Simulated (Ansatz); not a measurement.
# Graphene, 3 layers (486 atoms): taking the cell apart: runs compared

Aim: the interaction energy between the two parts of graphene, 3 layers (486 atoms) and its distance dependence.

Computed with Ansatz 0.2.0: Kohn-Sham DFT, revPBE+D3(BJ), PAW (set soft_2), plane waves.

**1. The cell as built**

The cell holds 486 atoms: 486 C. Its edges and angles: a = 22.140 Å, b = 22.140 Å, c = 18.820 Å, α = 90.0°, β = 90.0°, γ = 120.0°. It derives from C (graphene). 3 layers of graphene (a = 2.46 Å), 9 x 9 cells, every second layer slid by 0.333 of a1 + 2 a2; facing planes 3.52, 3.3 Å apart; 12 Å of vacuum. Regions: layer 1, 162 atoms (162 C); layer 2, 162 atoms (162 C); layer 3, 162 atoms (162 C). Vacuum lies along c.

**2. The reference run**

The reference is a single point at the end of the relaxation.

The parts (lower: layer 1 and layer 2 and upper: layer 3) keep their atoms where they stand in it, and shifted cells move the upper part rigidly.

Its input, with most atom lines left out:

```yaml
crystal:
  lattice:
    - [22.14, 0.0, 0.0]
    - [-11.07, 19.1738, 0.0]
    - [0.0, 0.0, 18.82]
  atoms:
    - { symbol: C, position: [0.03699, 0.0741, 0.33205] }
    - { symbol: C, position: [0.07404, 0.03706, 0.33202] }
    - { symbol: C, position: [0.037, 0.18521, 0.33198] }
    - { symbol: C, position: [0.07405, 0.14817, 0.33207] }
    - { symbol: C, position: [0.03703, 0.29632, 0.3321] }
    - { symbol: C, position: [0.07403, 0.25927, 0.33211] }
    - { symbol: C, position: [0.03705, 0.40744, 0.33217] }
    [... atom lines 8 to 486 left out ...]
kpoints:
  mp_grid: { grid: [3, 3, 1] }
hamiltonian:
  xc: revpbe
  dispersion: d3bj
scf:
  occupations: { method: gaussian, width: 0.025 }
output:
  forces: true
  populations: true
  dos:
    method: { smearing: { sigma: 0.1 } }
    de: 0.1
    projected: { site_lists: { C: [C] } }
  eigenvalues: true
  write_density: true
  write_potential: true
  volumetric_format: npy
  elf: true
```

```
free energy per atom   : -252.1500 eV/atom
r.m.s. force component : 0.0153 eV/Å
```

No gap is quoted, since levels at the Fermi energy are partly filled.

**3. The runs**

Each row is one run, on 1 × NVIDIA GB200 with 32 threads of Arm Neoverse V2, shared host. The free energy is the program's total, comparable only between runs with the same functional, potentials and atoms, or as a whole against its parts.

```tsv
run	atoms	outcome	ionic steps, all passes	free energy (eV)	time	host memory (GiB)	planned on the GPU (GiB)
Single point at the start	486	converged	-	-122540.174	23 s	2.9	-
Relaxation	486	converged	5	-122544.896	93 s	3.9	-
Single point at the relaxed geometry	486	converged	-	-122544.896	55 s	16	-
The lower part alone	324	converged	-	-81692.091	30 s	3.1	-
The upper part alone	162	converged	-	-40840.135	11 s	2.4	121
Upper part moved by +0.3 Å	486	converged	-	-122544.019	33 s	2.8	-
Upper part moved by -0.3 Å	486	converged	-	-122540.819	33 s	7.2	-
Upper part moved by +0.8 Å	486	converged	-	-122540.591	35 s	7.2	-
Upper part moved by +1.6 Å	486	converged	-	-122536.645	36 s	7.1	-
Upper part moved by +3 Å	486	converged	-	-122533.924	32 s	7.1	-
Whole cell, PBE	486	converged	-	-121949.260	23 s	2.9	-
Lower part, PBE	324	converged	-	-81301.226	13 s	2.4	-
Upper part, PBE	162	converged	-	-40652.605	5.5 s	2.3	116
Whole cell, LDA	486	converged	-	-118084.201	23 s	2.8	-
Lower part, LDA	324	converged	-	-78721.676	14 s	2.4	-
Upper part, LDA	162	converged	-	-39358.934	6 s	2.1	116
Whole cell, r2SCAN+D4	486	converged	-	-122336.124	46 s	9.4	-
Lower part, r2SCAN+D4	324	converged	-	-81554.710	22 s	3.3	-
Upper part, r2SCAN+D4	162	converged	-	-40773.388	11 s	3.1	147
```

In some runs the program notes that it cut back its plan to fit the GPU's memory, it cut back its work space to fit the memory limit and the exchange-correlation potential is rough where the density is thin.

**4. Interaction energy**

Whole cell less its two parts, each frozen at the geometry of the whole and solved in the same cell with the same functional, so that energy zeros cancel. The upper part is 'layer 3' and the lower part 'layer 1 and layer 2'. The nearest atoms of the two parts stand 3.17 Å apart. The face is 424.5 Å².

```tsv
functional	interaction energy (eV)	of it, the added dispersion term (eV)	per area (meV/Å²)	per area (J/m²)	per atom of the upper part (meV)
revPBE+D3(BJ)	-12.670	-21.617	-29.8	-0.48	-78.2
PBE	4.571	-	10.8	0.17	28.2
LDA	-3.591	-	-8.5	-0.14	-22.2
r2SCAN+D4	-8.026	-6.960	-18.9	-0.30	-49.5
```

**5. Energy against separation**

The upper part is moved rigidly along the normal from its place in the reference.

```tsv
shift (Å)	energy change (eV)	per area (meV/Å²)	share of the binding lost (%)
-0.3	4.077	9.60	-
+0.0	0.000	0.00	-
+0.3	0.877	2.07	7
+0.8	4.305	10.14	34
+1.6	8.251	19.44	65
+3.0	10.972	25.85	87
```

**6. Levels of whole and parts**

```tsv
cell	level spacing (eV)	vacuum level at the upper face, over the highest filled level, or over E_F where no gap is given (eV)	moment (μB)
whole	-	4.18	no spin
lower part	-	4.17	no spin
upper part	-	4.11	no spin
```

A dash marks a cell without a clear gap, or without a flat potential in the vacuum.

**7. What came out**

The parts bind with 29.8 meV/Å² (12.7 eV for the cell) at the level revPBE+D3(BJ), the size of van der Waals binding between sheets. The added dispersion term contributes -21.617 eV, the functional itself 8.947 eV. At this one geometry the functionals range from -29.8 (revPBE+D3(BJ)) to 10.8 meV/Å² (PBE). The curvature over ±0.3 Å is 2.1×10²⁰ N/m³, and the energy rises faster on the near side. At +3.0 Å, 87 % of the binding is lost; the shift also narrows the vacuum to the periodic image.

**Limits.** The functionals run at their own default cutoffs. The parts are frozen, so the energy of their deformation isn't counted. No correction is made for dipoles across the vacuum, and the parts also feel their periodic images through it.

The DFT runs together took 9.1 min of wall time.

[Logs are printed without paths, hosts, clocks, repeated set-up lines and the standing remarks that a program may print on its own settings, such as how far it seeks lower states.]

[Hosts, paths, dates, database ids (printed as entryN), source tags and the programs' standing remarks are cut or masked in the printed files.]
